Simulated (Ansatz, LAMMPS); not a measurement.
# Glassy 64SiO2-18MgO-9Li2O-9K2O (mol %) (155 atoms): geometry optimisation, part 2 of 2

Wanted: the relaxed structure of glassy 64SiO2-18MgO-9Li2O-9K2O (mol %) (155 atoms) and its electronic structure.

Ansatz 0.2.0; Kohn-Sham DFT, PBE, PAW (set soft_2), plane waves.

The cell: 35 Si, 10 Mg, 10 Li, 10 K and 90 O. The quench rate of 50 K/ps is orders of magnitude faster than experiment. The starting topology of bonds comes from the classical model. Sampling is at Γ alone, for a cell whose shortest periodic width is 13 Å.

So far, density (g/cm³): step 5 (distances and neighbours after relaxation) 2.56.

### 6. Single point at the relaxed geometry (continued)

States in the cell by windows of 1 eV, zero at the Fermi level; the larger projections on atomic orbitals stand beside the total:

```tsv
from (eV)	to (eV)	total	O p	Si p	K p
-14	-13	0.0	0.0	0.0	0.0
-13	-12	0.7	0.0	0.0	0.7
-12	-11	53.6	0.6	0.2	52.4
-11	-10	7.8	1.4	0.1	5.6
-10	-9	11.2	7.4	0.6	0.0
-9	-8	16.0	10.8	1.3	0.0
-8	-7	25.3	17.9	3.2	0.0
-7	-6	30.8	23.2	5.3	0.0
-6	-5	24.5	18.9	3.9	0.0
-5	-4	64.9	51.9	6.6	0.1
-4	-3	87.1	75.2	5.5	0.1
-3	-2	102.1	93.9	3.1	0.1
-2	-1	97.0	91.3	2.0	0.1
-1	0	76.3	73.0	1.1	0.1
0	1	2.8	2.7	0.0	0.0
1	3	0.0	0.0	0.0	0.0
3	4	0.7	0.0	0.0	0.0
4	5	1.3	0.0	0.0	0.0
```

The curve was stored every 0.10 eV, coarse against its broadening of 0.08 eV, so these counts are rough.

With fixed occupations the program's Fermi level is the highest filled level; weight inside the gap is the broadening of levels at its edges.

Between -26 and -14 eV lie 180 more states.

About 123 of the 900 electrons lie in deeper levels, below the stored range.

The levels nearest the highest filled one (over half full), pooled over k-points and spins:

```tsv
level less the highest filled one (eV)	occupation
-0.161	2
-0.135	2
-0.104	2
-0.0602	2
-0.0309	2
0	2
4.00	0
5.13	0
5.36	0
5.41	0
5.45	0
5.49	0
```

Electrostatic potential energy in the bc plane at fractional x = 0.393, with atoms of Si and Mg and Li and K and O within 0.2 Å of it. With pseudopotentials it is smooth inside the atoms' cores, unlike the true potential.

Ten even steps from '0' (-39 eV) to '9' (10 eV), each cell a mean:
```
899999999999999999999999999930035336
557999999886678999999999988863368777
225999988740015899999998743588999997
878999732520004899999998300068999999
999999854663247899999998621378999999
999999999998889999999999887889999999
999999999999999999999999999987789999
999999999999999999999999999963258999
999999988778999999999988899974468999
899999862125899999999877789998888877
589999840004799999999844789999986211
278999863236899999999733789999884000
589999988889999999999988999999986312
589999999999999999999999999999999875
689999999999999999999999999999999996
999999999987678999999999999999999888
789999999840026899999999999999998655
689999998720005899999999998866887302
789999999863247999988999998755788655
899999999998889998877899999888999888
689999999999999998777899999999999975
069999999999999999888999999999999820
489999999999999999999999988999998742
899999999999999999999999999985576446
```
Columns run along b (12.7 Å; values clipped at the 3rd and 97th percentile), rows up along c (12.7 Å). Atoms in or near the plane, at fractional coordinates: Si at (0.33, 0.27), Si at (0.34, 0.86), Si at (0.96, 0.51), Mg at (0.72, 0.84), Li at (0.83, 0.67), K at (0.26, 0.56), O at (0.82, 0.97), O at (0.98, 0.09).

Valence density in the bc plane at fractional x = 0.393, with atoms of Si and Mg and Li and K and O within 0.2 Å of it. It is the smooth field of the valence electrons, not physical close to the nuclei.

Ten steps, logarithmic in the rise over the least value, from '0' (0 e/Å³) to '9' (23 e/Å³), each cell a mean:
```
211000000000000000000000000257753111
443100000011111100000000001245542113
564211123221112110000000145312210013
332101355431011100000000489720000001
010001345321121100000000267510000000
000000112111222100000000111100000000
000000000000121100000001222111200000
000000000000000000000001222126640000
000000001211000000000001111114521111
100000135553100000000122210000011222
110000145664100000001344320001112221
110000124543100000001355321012222101
221000001110000000000122210012221122
431000000011100000000000000000001134
431000000112210000000000000000000124
210000000122211100000000000000000012
100000011121112221000000000111100132
100000122221012221000000001344311465
000000112211121111000000001344311132
100000000011221000011110001122110011
421000000001111000011110000000000235
641000100000000000000000000000001357
531001110000000000000000000011111245
210000100000000000000000000134432222
```
Columns run along b (12.7 Å), rows up along c (12.7 Å). Atoms in or near the plane, at fractional coordinates: Si at (0.33, 0.27), Si at (0.34, 0.86), Si at (0.96, 0.51), Mg at (0.72, 0.84), Li at (0.83, 0.67), K at (0.26, 0.56), O at (0.82, 0.97), O at (0.98, 0.09).

Mean intrinsic-atomic-orbital charges: K +0.87, Li +0.78, Mg +1.62, O -1.01, Si +1.66 e.

A closer look about O78, which has 2 bonded neighbours where the commonest count for O is 3: 9 atoms, nearest first, numbered in the order of the input, with positions taken from that point.

```tsv
atom	x	y	z	distance (Å)	bonds	intrinsic-atomic-orbital charge (e)
O78	0.00	0.00	0.00	0.00	2	-0.90
Si24	0.98	1.10	0.72	1.64	4	1.71
Si13	-1.07	-1.25	-0.23	1.66	4	1.64
O134	-2.13	-1.03	1.04	2.59	3	-0.91
O142	2.19	0.19	1.37	2.59	3	-0.90
O114	-1.90	-0.89	-1.62	2.65	3	-0.93
O119	1.55	2.11	-0.40	2.65	3	-0.91
O72	0.20	1.92	1.89	2.70	3	-0.93
O126	-0.44	-2.71	-0.26	2.76	4	-1.07
```

The column of bonds counts only the pairs O-Si within 2.08 Å, O-K within 3.15 Å, O-Li within 2.58 Å, O-Mg within 2.48 Å; other neighbours, such as metal atoms beside each other in a compound, aren't counted, and periodic images can show an atom twice.

### 7. Outcome

| Quantity | Value |
| --- | --- |
| energy change in the relaxation | -95.41 meV/atom |
| r.m.s. displacement | 0.325 Å |
| largest displacement | 1.457 Å |
| free energy per atom | -710.7247 eV/atom |
| pressure | 1.625 GPa |
| r.m.s. force component | 0.00634 eV/Å |
| gap (highest filled to lowest empty level) | 4.003 eV |
| wall time of the 3 DFT runs | 8.8 min |

What this shows: Relaxation lowers the energy by 95.4 meV/atom and moves atoms by 0.33 Å r.m.s.; the r.m.s. force component goes from 1.4 to 0.0063 eV/Å, the pressure goes from 5.2 to 1.6 GPa, and the gap from 2.86 to 4.00 eV. By the final cutoffs 16 of 280 bonded pairs parted and 9 joined. From the first step to the last the energy fell by 14.788 eV, and the largest move was 1.46 Å (Mg39). The O-Li bonds change most in mean length: from 2.104 Å (spread 0.168) to 2.000 Å (spread 0.141), and their number from 36 to 37. Counting bonds as in the table, 70 % of Li atoms have 4, 60 % of Mg atoms have 4 and 52 % of O atoms have 3 bonded neighbours. 57 % of the oxygens bridge two formers (Si) and 42 % are non-bridging; 1 % join none. The highest filled and lowest empty levels differ by 4.00 eV (at Γ alone); a semilocal functional tends to put such gaps too low. In a disordered cell it changes from sample to sample, and tail or defect levels can set it.

What to keep in mind: The starting topology of bonds comes from the classical model; in DFT 16 of its 280 bonded pairs passed out of the cutoffs and 9 came within them. The pressure of 1.6 GPa says that the cell would expand at this level of theory.

[Logs are printed without paths, hosts, clocks, repeated set-up lines and the standing remarks that a program may print on its own settings, such as how far it seeks lower states.]

[Hosts, paths, dates, database ids (printed as entryN), source tags and the programs' standing remarks are cut or masked in the printed files.]
